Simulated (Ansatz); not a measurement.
# Tl2S (model cell, started as cuprite): following an unstable mode

Aim: this structure of Tl2S (model cell, started as cuprite) is to be tested for unstable modes, and one is followed downhill.

Program: Ansatz 0.2.0. Level of theory: DFT PBEsol, scalar-relativistic, plane waves, PAW. Results are calculated unless marked as measured.

The structure was built from a prototype and need not be the compound's stable phase.

## Step 1: The starting structure

The structure is cubic, space group Pn-3m (No. 224). The conventional cell has a = 6.637 Å, b = 6.637 Å, c = 6.637 Å, α = 90.00°, β = 90.00°, γ = 90.00°. Nearest to S lie 4 Tl at 2.87 Å. Nearest to Tl lie 2 S at 2.87 Å. Farther neighbours and most contacts between anions are not listed.

## Step 2: Phonons on a q mesh

The cell comes from relaxations at this level that are not shown. Stability and thermal properties need the whole zone. Linear response on a 2×2×2 q mesh gives force constants as far as a supercell of that size would.

Contents of input.yaml:

```yaml
crystal:
  lattice:
    - [6.6368285313, 0.0, 0.0]
    - [0.0, 6.6368285313, 0.0]
    - [0.0, 0.0, 6.6368285313]
  atoms:
    - { symbol: S, position: [0.0, 0.0, 0.0] }
    - { symbol: S, position: [0.5, 0.5, 0.5] }
    - { symbol: Tl, position: [0.25, 0.25, 0.25] }
    - { symbol: Tl, position: [0.75, 0.75, 0.25] }
    - { symbol: Tl, position: [0.75, 0.25, 0.75] }
    - { symbol: Tl, position: [0.25, 0.75, 0.75] }
kpoints:
  mp_grid: { grid: [6, 6, 6] }
hamiltonian:
  xc: pbesol
scf:
  occupations: { method: methfessel_paxton, width: 0.2 }
output:
  eigenvalues: true
phonons:
  method: dfpt
  qmesh: [2, 2, 2]
  temperatures: { t_max: 1000, t_step: 50 }
  qpath:
    path:
      - [[0.0, 0.0, 0.0], [0.0, 0.5, 0.0], [0.5, 0.5, 0.0], [0.0, 0.0, 0.0], [0.5, 0.5, 0.5], [0.0, 0.5, 0.0]]
      - [[0.5, 0.5, 0.5], [0.5, 0.5, 0.0]]
    npoints: 10
```

Started as:

```console
> ansatz run input.yaml --threads 8 --pin off --max-ram 14336MiB --backend cpu --events-out ev --progress --plain --runs-dir out
```

Numbers of over 12 decimals in the logs are rounded to 6 here.

What it wrote:

```text
Warning: phonons: the dynamical matrix that this run interpolates holds no multipole term above the dipole-dipole one, and a site of this crystal is no centre of inversion, so its interpolated transverse optical and acoustic branches and sound speeds can stay off near Gamma, and the density of states and the thermodynamics with them. What a run solves at a wave vector of phonons.qpoints, Gamma apart, where the deck admits one, is free of this, and under fd what a larger phonons.supercell samples
Engine: ansatz 0.2.0, aarch64-unknown-linux-gnu
Pseudopotentials: kind: paw
Pseudopotential: S, paw, valence charge 6, recommended cutoff 420 eV (normal), S.paw.azcp
Pseudopotential: Tl, paw, valence charge 13, recommended cutoff 420 eV (normal), Tl.paw.azcp
Functional definition: PBEsol
  exchange = pbesol_x
  correlation = pbesol_c
Crystal: 6 atoms, lattice volume = 292.336 Å³
Basis set: ecut = 420 eV, 5695 PW (Γ), exchange–correlation on 96×96×96 points (8 copies of the dense FFT grid, shifted against one another)
Bands: 39, of which v1, the nominal top of the filled ones, is band 32 counted from 1 (31 counted from 0)
Symmetry: 48 space group operations
k-points: 20 of 216
Non-local potential: S, projectors of the file, l = 0: 2, l = 1: 2, l = 2: 2
Non-local potential: Tl, projectors of the file, l = 0: 2, l = 1: 2, l = 2: 2, l = 3: 1
PAW form: soft (Blöchl's): semilocal exchange-correlation on the pseudo side does not see the compensation charge
PAW frozen core: S, regenerated for the run's functional, and the local potential with it (the file was generated under x = pbe(κ = 0.804, μ = 0.219515), c = pbe(β = 0.066725))
PAW frozen core: Tl, regenerated for the run's functional, and the local potential with it (the file was generated under x = pbe(κ = 0.804, μ = 0.219515), c = pbe(β = 0.066725))
PAW one-centre angular grid: S, 110 points (default); XC on 64 Gauss nodes
PAW one-centre angular grid: Tl, 590 points (default); XC on 64 Gauss nodes
Initial density: superposition of atomic densities (neutral atoms: chi_scale 0, normalization atom), corrected by the library's trained network
Initial wavefunctions: pseudopotential atomic-orbital guess
Functional: x = pbesol(κ = 0.804, μ = 0.123457), c = pbesol(β = 0.046)
SCF iter   1: F=—  HF=-46950.588735 eV  |F-HF|=—  |Δ(HF+E_count)|=         —  Δρ=2.81e-3  dr2=4.33e-2  ethr=1.77e-3  ⟨swp⟩=6.2  Hψ=2939  notcnv=0
preconditioner: auto → LDOS  [metal: Δε(μ)=0.003 eV  Ē_g=10.626 eV  σ=0.200 eV  W_gap=0.01  n_scr=56 (ndim 8)  ℏωp=17.4 eV  f_vac=0.166  D(μ)=2.13/eV (n_scr^D=6)  β→1.0]
SCF iter   2: F=—  HF=-46950.612894 eV  |F-HF|=—  |Δ(HF+E_count)|=   2.42e-2  S|Δr|=    0.00e0  Δρ=9.04e-4  dr2=4.50e-3  ethr=6.76e-5  ⟨swp⟩=2.2  Hψ=1415  notcnv=0
SCF iter   3: F=—  HF=-46950.613230 eV  |F-HF|=—  |Δ(HF+E_count)|=   3.36e-4  S|Δr|=    0.00e0  Δρ=3.24e-4  dr2=7.61e-4  ethr=7.03e-6  ⟨swp⟩=2.4  Hψ=1391  notcnv=0
SCF iter   4: F=—  HF=-46950.613273 eV  |F-HF|=—  |Δ(HF+E_count)|=   4.26e-5  S|Δr|=    0.00e0  Δρ=1.40e-4  dr2=1.08e-4  ethr=1.19e-6  ⟨swp⟩=2.0  Hψ=883  notcnv=0
SCF iter   5: F=—  HF=-46950.613275 eV  |F-HF|=—  |Δ(HF+E_count)|=   1.83e-6  S|Δr|=    0.00e0  Δρ=3.01e-5  dr2=7.43e-6  ethr=1.69e-7  ⟨swp⟩=2.0  Hψ=929  notcnv=0
SCF iter   6: F=—  HF=-46950.613280 eV  |F-HF|=—  |Δ(HF+E_count)|=   5.47e-6  S|Δr|=    0.00e0  Δρ=5.96e-6  dr2=1.91e-7  ethr=1.16e-8  ⟨swp⟩=2.0  Hψ=951  notcnv=0
SCF iter   7: F=—  HF=-46950.613227 eV  |F-HF|=—  |Δ(HF+E_count)|=   5.28e-5  S|Δr|=    0.00e0  Δρ=7.28e-7  dr2=3.25e-9  ethr=2.98e-10  ⟨swp⟩=3.0  Hψ=1425  notcnv=0
SCF iter   8: F=—  HF=-46950.613227 eV  |F-HF|=—  |Δ(HF+E_count)|=   2.84e-9  S|Δr|=    0.00e0  Δρ=2.06e-7  dr2=1.41e-10  ethr=5.07e-12  ⟨swp⟩=2.0  Hψ=1400  notcnv=0
SCF iter   9: F=-46950.613227 eV  HF=-46950.613227 eV  |F-HF|=2.91e-11  |Δ(HF+E_count)|=  6.55e-11  S|Δr|=    0.00e0  Δρ=2.51e-8  dr2=1.43e-12  ethr=1.00e-12  ⟨swp⟩=10.8  Hψ=3943  notcnv=0
SCF 1 converged in 9 iterations: F = -46950.613227 eV  dr2 = 1.43e-12
  greatest PAW one-centre occupation: 0.966 electrons in one spin orbital (limit 2), on the Tl atom at site 4 (counted from 0), in its partial waves of l = 2
Initial density: read from a saved state, or passed on in memory by an earlier SCF of this step, an earlier step, the calling program or the single point that the run made first
iter 1 solved again at ethr=2.74e-8 eV; its pass at ethr=3.10e-3 eV (dr2=1.75e-5 eV) is discarded
SCF iter   1: F=—  HF=-46950.613276 eV  |F-HF|=—  |Δ(HF+E_count)|=         —  Δρ=2.58e-7  dr2=1.56e-10  ethr=2.74e-8  ⟨swp⟩=3.7  Hψ=5425  notcnv=0
eigensolver tolerance schedule: the retry pair's looser diagonalisation over-reported the residual by 112447.07 of it (diagonalisation noise at 142.36 of the residual, at the tolerance the schedule requests for it); recorded, not acted on — ethr = c·dr2/N_el stays at c = 1.0e-1
preconditioner: auto → LDOS  [metal: Δε(μ)=0.026 eV  Ē_g=10.634 eV  σ=0.200 eV  W_gap=0.11  n_scr=56 (ndim 8)  ℏωp=17.4 eV  f_vac=0.221  D(μ)=2.09/eV (n_scr^D=6)  β→1.0]
SCF iter   2: F=—  HF=-46950.613227 eV  |F-HF|=—  |Δ(HF+E_count)|=   4.90e-5  S|Δr|=    0.00e0  Δρ=2.87e-7  dr2=1.97e-10  ethr=1.00e-12  ⟨swp⟩=3.1  Hψ=2075  notcnv=0
SCF iter   3: F=—  HF=-46950.613227 eV  |F-HF|=—  |Δ(HF+E_count)|=  8.00e-11  S|Δr|=    0.00e0  Δρ=1.36e-7  dr2=4.27e-11  ethr=1.00e-12  ⟨swp⟩=1.0  Hψ=780  notcnv=0
SCF iter   4: F=—  HF=-46950.613227 eV  |F-HF|=—  |Δ(HF+E_count)|=  1.46e-11  S|Δr|=    0.00e0  Δρ=9.34e-8  dr2=2.03e-11  ethr=1.00e-12  ⟨swp⟩=1.0  Hψ=780  notcnv=0
SCF iter   5: F=-46950.613227 eV  HF=-46950.613227 eV  |F-HF|=0.00e0  |Δ(HF+E_count)|=    0.00e0  S|Δr|=    0.00e0  Δρ=2.71e-8  dr2=2.04e-12  ethr=1.00e-12  ⟨swp⟩=1.6  Hψ=1726  notcnv=0
SCF 2 converged in 5 iterations: F = -46950.613227 eV  dr2 = 2.04e-12
phonons: the bands overlap, so this run is a metal and interpolates without the dipole-dipole term. If the crystal is really an insulator or semiconductor, its LO-TO splitting is missing
NSCF: frozen V_eff on 20 k-points
NSCF: frozen V_eff on 68 k-points
DFPT response loops at q = (0, 0, 0) (fractional): preconditioner auto → none (partly filled bands, converged f_vac=0.221); β = 0.50; Broyden in place of MSR1
NSCF: frozen V_eff on 224 k-points
DFPT response loops at q = (0, 0, -0.5) (fractional): mixed as the last ones told, above
NSCF: frozen V_eff on 224 k-points
DFPT response loops at q = (0, -0.5, -0.5) (fractional): mixed as the last ones told, above
NSCF: frozen V_eff on 136 k-points
DFPT response loops at q = (-0.5, -0.5, -0.5) (fractional): mixed as the last ones told, above
SCF converged after 9 iterations
Stability not checked: this state was not tested for a lower state beside it, because cold or Methfessel-Paxton smearing, or corrected tetrahedra, fill the levels in a way that the test cannot read (fill_not_monotonic; see scf.lower_state_search)
Free energy (F): -46950.613227 eV
Harris-Foulkes:  -46950.613227 eV  (|F-HF|=2.91e-11)
Internal energy: -46950.640687 eV  (E = F + TS)
E sigma→0 (E₀):  -46950.620092 eV
Entropy (-TS):   0.027460 eV (4.577 meV/atom)
Fermi energy:    3.013351 eV
Step filling:    the computed levels leave a gap of 0.0000 eV = 0.0 smearing widths at the electron count; against every level under it full and every level over it empty, smearing changes F+E_penalty+E_count by +10.211 meV and its σ→0 estimate by +3.346 meV
--- Per-component energies (eV) ---
  E_band       = -360.973592
  E_kinetic    = 1536.953783
  E_local      = -5739.376165  (includes V_loc(G=0)·N_el)
  E_nonlocal   = 1337.057031
  E_hartree    = 2167.692925
  E_xc         = -1103.921849
  E_vxc        = -737.452712  (∫ρ·V_xc dr)
  E_paw        = -41231.360589  (= ΣΔE_a)
  E_vpaw       = -1093.541555  (= ΣTr[D̂ρ^β])
  E_aug_tail   = 0.000135  (compensation charges beyond the density's cutoff)
  E_ewald      = -3917.962918
  E_core_change = 0.276959  (= ΣΔE_core)
  E_smearing   = 0.027460  (= −TS)
  E_closure    = 0.000000  (closes the sum)
  Σ components = -46950.613227   (vs F -46950.613227, Δ=0.00e0)
--- Band table (eV; the first three rows and the last of 20) ---
  k-point 0: bands = [... 28 lower, 0.6679, 2.9893, 2.9893, 3.0154, 3.0154, 3.0154, 5.3800, 5.3800, ... 3 higher]
  k-point 1: bands = [... 28 lower, 0.8512, 2.8161, 2.9465, 2.9465, 3.0879, 3.2175, 5.0637, 5.4111, ... 3 higher]
  k-point 2: bands = [... 28 lower, 1.3077, 2.4212, 2.8283, 2.8283, 3.3787, 3.6938, 4.4435, 5.2376, ... 3 higher]
  k-point 19: bands = [... 28 lower, 0.3466, 3.0208, 3.0208, 3.0208, 3.7460, 3.7460, 3.7460, 5.6985, ... 3 higher]
--- Phonons (Γ-DFPT): 2 representative perturbations + reference (Σ response iterations 6) ---
  ASR residual: 2.306e-5 → 0.000e0 eV/Å²; symmetrization residual: 3.442e-6 eV/Å²
  ASR residual per site (eV/Å²): 2.31e-5 2.31e-5 2.05e-5 2.05e-5 2.05e-5 2.05e-5
  Γ frequencies (cm⁻¹): -147.16 -147.16 -147.16 -44.43 -44.43 -44.43 -28.69 -28.69 0.00 0.00 0.00 14.36 14.36 14.36 82.34 82.34 82.34 82.66
--- Phonons (arbitrary-q DFPT): 4 irreducible q on the 2×2×2 mesh ---
  q = [0.0000, 0.0000, 0.0000] (star 1, of the zone-centre solve; hermiticity 4.35e-6, symmetrization 1.53e-12): -147.16 -147.16 -147.16 -44.43 -44.43 -44.43 -28.69 -28.69 -0.00 -0.00 0.00 14.36 14.36 14.36 82.34 82.34 82.34 82.66
  q = [0.0000, 0.0000, -0.5000] (star 3, 4 solved perturbations in 284 linear systems a pass and spin channel, the states on 112 of 216 k-point pairs; hermiticity 1.44e-5, symmetrization 1.76e-11): -75.32 -75.32 -43.52 -43.52 -35.75 -35.75 -25.46 -25.46 -24.98 -24.98 16.51 16.51 56.36 56.36 97.21 97.21 127.04 127.04
  q = [0.0000, -0.5000, -0.5000] (star 3, 4 solved perturbations in 284 linear systems a pass and spin channel, the states on 112 of 216 k-point pairs; hermiticity 1.43e-5, symmetrization 3.43e-12): -86.38 -86.38 -42.43 -42.43 -42.03 -42.03 -30.73 -30.73 -30.31 -30.31 13.01 13.01 58.68 58.68 76.31 76.31 133.08 133.08
  q = [-0.5000, -0.5000, -0.5000] (star 1, 2 solved perturbations in 108 linear systems a pass and spin channel, the states on 68 of 216 k-point pairs; hermiticity 5.94e-6, symmetrization 1.28e-11): -129.51 -129.51 -129.51 -40.93 -40.93 -40.93 -20.47 -20.47 -18.70 -18.70 -18.70 17.89 17.89 17.89 87.68 117.15 117.15 117.15
  sum rule: each row above includes the acoustic sum rule's correction from the zone centre's row sums; it moved no ω² by more than (0.44 cm⁻¹)²
  mesh force constants: q→R imaginary residual 3.11e-17; ASR residual 2.306e-5 → 0.000e0 eV/Å²; symmetrization residual 8.882e-16 eV/Å²
  interpolated dispersion: 62 rows × 18 modes
  density of states and harmonic sums: on the 10×10×10 q-mesh, interpolated from the force constants of a 2×2×2 supercell (no non-analytic term)
  largest difference from the sums on the solved wave vectors: F 9.09e-2 eV, S 1.07e-4 and C_V 2.05e-5 eV/K
  zero-point energy: 0.033140 eV/cell   skipped modes (ω ≤ 0): 567, of them read as no rigid motion or as one in doubt: 564 (1.006e1 modes/cell left out, lowest -147.16 cm⁻¹)   left out of the sums: 5.59e-1 of the cell's modes: C_V's classical limit lies that fraction below 3 k_B per atom; for a crystal, a wire or a layer, F and S can be off by more, and a phonons.interpolated_qmesh denser along its periods is the remedy for the sampling
```

Elapsed: 4.4 min, on 8 threads of Arm Neoverse N1, shared host; peak memory 3.3 GiB.

Numbers from this step:

- volume per atom: 48.72 Å³
- gap on the k-mesh: 0 eV
- sum-rule residual before enforcement: 2.31e-5 eV/Å²
- lowest frequency on the path: -147.2 cm⁻¹
- point group: m-3m
- highest frequency on the path or at a solved wavevector: 134.1 cm⁻¹
- highest optical mode at the zone centre (no LO-TO term): 82.66 cm⁻¹
- lowest optical zone-centre mode: -147.2 cm⁻¹
- lowest mode on the q mesh (acoustic modes at Γ apart): -147.2 cm⁻¹

Frequencies (cm⁻¹) solved at each irreducible wavevector; negative means imaginary. Frequencies by wavevector, by row:

| q in reciprocal lattice units | star | mode 1 | mode 2 | mode 3 | mode 4 | mode 16 | mode 17 | mode 18 |
| --- | --- | --- | --- | --- | --- | --- | --- | --- |
| 0 0 0 | 1 | -147.2 | -147.2 | -147.2 | -44.4 | 82.3 | 82.3 | 82.7 |
| 0 0 -0.5 | 3 | -75.3 | -75.3 | -43.5 | -43.5 | 97.2 | 127 | 127 |
| 0 -0.5 -0.5 | 3 | -86.4 | -86.4 | -42.4 | -42.4 | 76.3 | 133.1 | 133.1 |
| -0.5 -0.5 -0.5 | 1 | -129.5 | -129.5 | -129.5 | -40.9 | 117.2 | 117.2 | 117.2 |

Interpolated from a 2×2×2 q mesh. The phonon branches at the labelled points (cm⁻¹):

| point | branch 1 | branch 2 | branch 3 | branch 4 | branch 15 | branch 16 | branch 17 | branch 18 |
| --- | --- | --- | --- | --- | --- | --- | --- | --- |
| Γ | -147 | -147 | -147 | -44 | 82 | 82 | 82 | 83 |
| halfway | -118 | -118 | -100 | -44 | 69 | 108 | 108 | 109 |
| X | -75 | -75 | -44 | -44 | 97 | 97 | 127 | 127 |
| halfway | -77 | -77 | -48 | -48 | 86 | 86 | 131 | 131 |
| M | -86 | -86 | -42 | -42 | 76 | 76 | 133 | 133 |
| halfway | -104 | -99 | -68 | -44 | 67 | 100 | 118 | 127 |
| Γ | -147 | -147 | -147 | -44 | 82 | 82 | 82 | 83 |
| halfway | -102 | -102 | -55 | -42 | 74 | 99 | 126 | 126 |
| R | -130 | -130 | -130 | -41 | 88 | 117 | 117 | 117 |
| halfway | -100 | -94 | -77 | -40 | 74 | 110 | 126 | 130 |
| X | -75 | -75 | -44 | -44 | 97 | 97 | 127 | 127 |
| jump to R | -130 | -130 | -130 | -41 | 88 | 117 | 117 | 117 |
| halfway | -111 | -111 | -101 | -40 | 80 | 111 | 126 | 126 |
| M | -86 | -86 | -42 | -42 | 76 | 76 | 133 | 133 |

Symmetry leaves 4 wavevectors to solve. The lowest mode among them, the acoustic zeros apart, lies at Γ and is imaginary, 147.2i cm⁻¹, so the energy falls along it.

## Step 3: The mode frozen in, largest atomic shift 0 Å

The mode followed lies at Γ with frequency 147.2i cm⁻¹ and is 3-fold degenerate, the softest among the wavevectors solved. At small amplitude the distorted cell has space group no. 39 by a symmetry search on the positions. The undistorted cell that holds it gives the zero of energy on the same k mesh.

input.yaml, the sections that differ from step 2:

```yaml
output:
  forces: true
  stress: true
  eigenvalues: true
# crystal, kpoints, hamiltonian, scf: as in step 2
# phonons: removed
```

What it wrote:

```text
[...]
Crystal: 6 atoms, lattice volume = 292.336 Å³
Basis set: ecut = 420 eV, 5695 PW (Γ), exchange–correlation on 90×90×90 points (8 copies of the dense FFT grid, shifted against one another)
Bands: 39, of which v1, the nominal top of the filled ones, is band 32 counted from 1 (31 counted from 0)
Symmetry: 48 space group operations
[...]
k-points: 20 of 216
[...]
k-point 0: bands = [... 28 lower, 0.6679, 2.9893, 2.9893, 3.0154, 3.0154, 3.0154, 5.3800, 5.3800, ... 3 higher]
  k-point 1: bands = [... 28 lower, 0.8511, 2.8160, 2.9465, 2.9465, 3.0879, 3.2174, 5.0637, 5.4111, ... 3 higher]
  k-point 2: bands = [... 28 lower, 1.3076, 2.4212, 2.8283, 2.8283, 3.3787, 3.6938, 4.4435, 5.2376, ... 3 higher]
  k-point 19: bands = [... 28 lower, 0.3465, 3.0208, 3.0208, 3.0208, 3.7460, 3.7460, 3.7460, 5.6984, ... 3 higher]
[key lines of the parts left out:]
SCF converged after 7 iterations
Free energy (F): -46950.613227 eV
Fermi energy:    3.013325 eV
P = ⅓ Tr σ = -0.0048 GPa (-0.048 kbar)
```

Run time: 2.9 s. Hardware: 8 threads; peak memory 0.93 GiB.

This step gave:

```yaml
pressure: -0.004849 GPa
energy_from_the_undistorted_cell: 0 meV/atom
```

The run ends at a pressure of 0.00 GPa.

## Step 4: The mode frozen in, largest atomic shift 0.45 Å

The atoms are moved along the unstable eigenvector, the largest shift by 0.45 Å, with the cell fixed.

input.yaml, the sections that differ from step 3:

```yaml
crystal:
  lattice:
    - [6.6368285313, 0.0, 0.0]
    - [0.0, 6.6368285313, 0.0]
    - [0.0, 0.0, 6.6368285313]
  atoms:
    - { symbol: S, position: [-0.047944293, 0.0, -0.047944293] }
    - { symbol: S, position: [0.452055707, 0.5, 0.452055707] }
    - { symbol: Tl, position: [0.2535745245, 0.2496282836, 0.2535745245] }
    - { symbol: Tl, position: [0.7539462409, 0.75, 0.2539462409] }
    - { symbol: Tl, position: [0.7535745245, 0.2503717164, 0.7535745245] }
    - { symbol: Tl, position: [0.2539462409, 0.75, 0.7539462409] }
# kpoints, hamiltonian, scf, output: as in step 3
```

What it wrote:

```text
[...]
Crystal: 6 atoms, lattice volume = 292.336 Å³
Basis set: ecut = 420 eV, 5695 PW (Γ), exchange–correlation on 90×90×90 points (8 copies of the dense FFT grid, shifted against one another)
Bands: 39, of which v1, the nominal top of the filled ones, is band 32 counted from 1 (31 counted from 0)
Symmetry: 4 space group operations
[...]
k-points: 52 of 216 (time reversal used)
[...]
k-point 0: bands = [... 28 lower, 0.8905, 2.0955, 2.4639, 2.7943, 3.3769, 3.7315, 5.3257, 5.3269, ... 3 higher]
  k-point 1: bands = [... 28 lower, 0.9841, 2.0869, 2.4992, 2.7317, 3.3974, 3.7606, 5.0238, 5.3422, ... 3 higher]
  k-point 2: bands = [... 28 lower, 1.2826, 1.9705, 2.5356, 2.6205, 3.5578, 3.9780, 4.4414, 5.1892, ... 3 higher]
  k-point 51: bands = [... 28 lower, 0.5433, 2.5882, 2.6848, 2.7071, 3.8310, 3.8866, 3.9709, 5.6484, ... 3 higher]
[key lines of the parts left out:]
SCF converged after 8 iterations
Free energy (F): -46950.777740 eV
Fermi energy:    3.183504 eV
P = ⅓ Tr σ = 0.4899 GPa (4.899 kbar)
```

Wall time 10 s (8 threads); peak memory 0.99 GiB; 78 s of CPU time.

Numbers from this step:

| Quantity | Value |
| --- | --- |
| pressure | 0.4899 GPa |
| gap on the k-mesh | 0.5288 eV |
| energy from the undistorted cell | -26.54 meV/atom |

The energy, extrapolated to zero smearing, is -26.54 meV/atom against the undistorted cell.

The run ends at a pressure of 0.49 GPa, with forces up to 0.80 eV/Å.

## Step 5: Energy along the mode, all amplitudes (two of the runs are shown above)

An imaginary frequency means negative curvature, so the energy should fall and then rise again as anharmonic terms take over.

This step gave:

| Item | Value |
| --- | --- |
| depth at the lowest point sampled | 26.54 meV/atom |
| largest atomic shift at that point | 0.45 Å |

Table of energy from the parent by largest atomic shift:

```csv
largest atomic shift (Å),energy from the parent (meV/atom)
0.000,0
0.040,-0.76
0.080,-2.87
0.140,-7.67
0.220,-15.3
0.320,-23.6
0.450,-26.5
0.600,-3.50
```

Displacement at unit largest shift by atom:

```
atom   x (Å)   y (Å)   z (Å)   size
  S1  -0.707   0.000  -0.707  1.000
  S2  -0.707   0.000  -0.707  1.000
 Tl3   0.053  -0.005   0.053  0.075
 Tl4   0.058   0.000   0.058  0.082
 Tl5   0.053   0.005   0.053  0.075
 Tl6   0.058   0.000   0.058  0.082
```

The lowest of the steps tried is at 0.45 Å, 26.5 meV/atom below the parent; the bottom of the well need not coincide with a step.

(Continued in part 2 of 3.)

[Logs are printed without paths, hosts, clocks, repeated set-up lines and the standing remarks that a program may print on its own settings, such as how far it seeks lower states.]

[Hosts, paths, dates, database ids (printed as entryN), source tags and the programs' standing remarks are cut or masked in the printed files.]
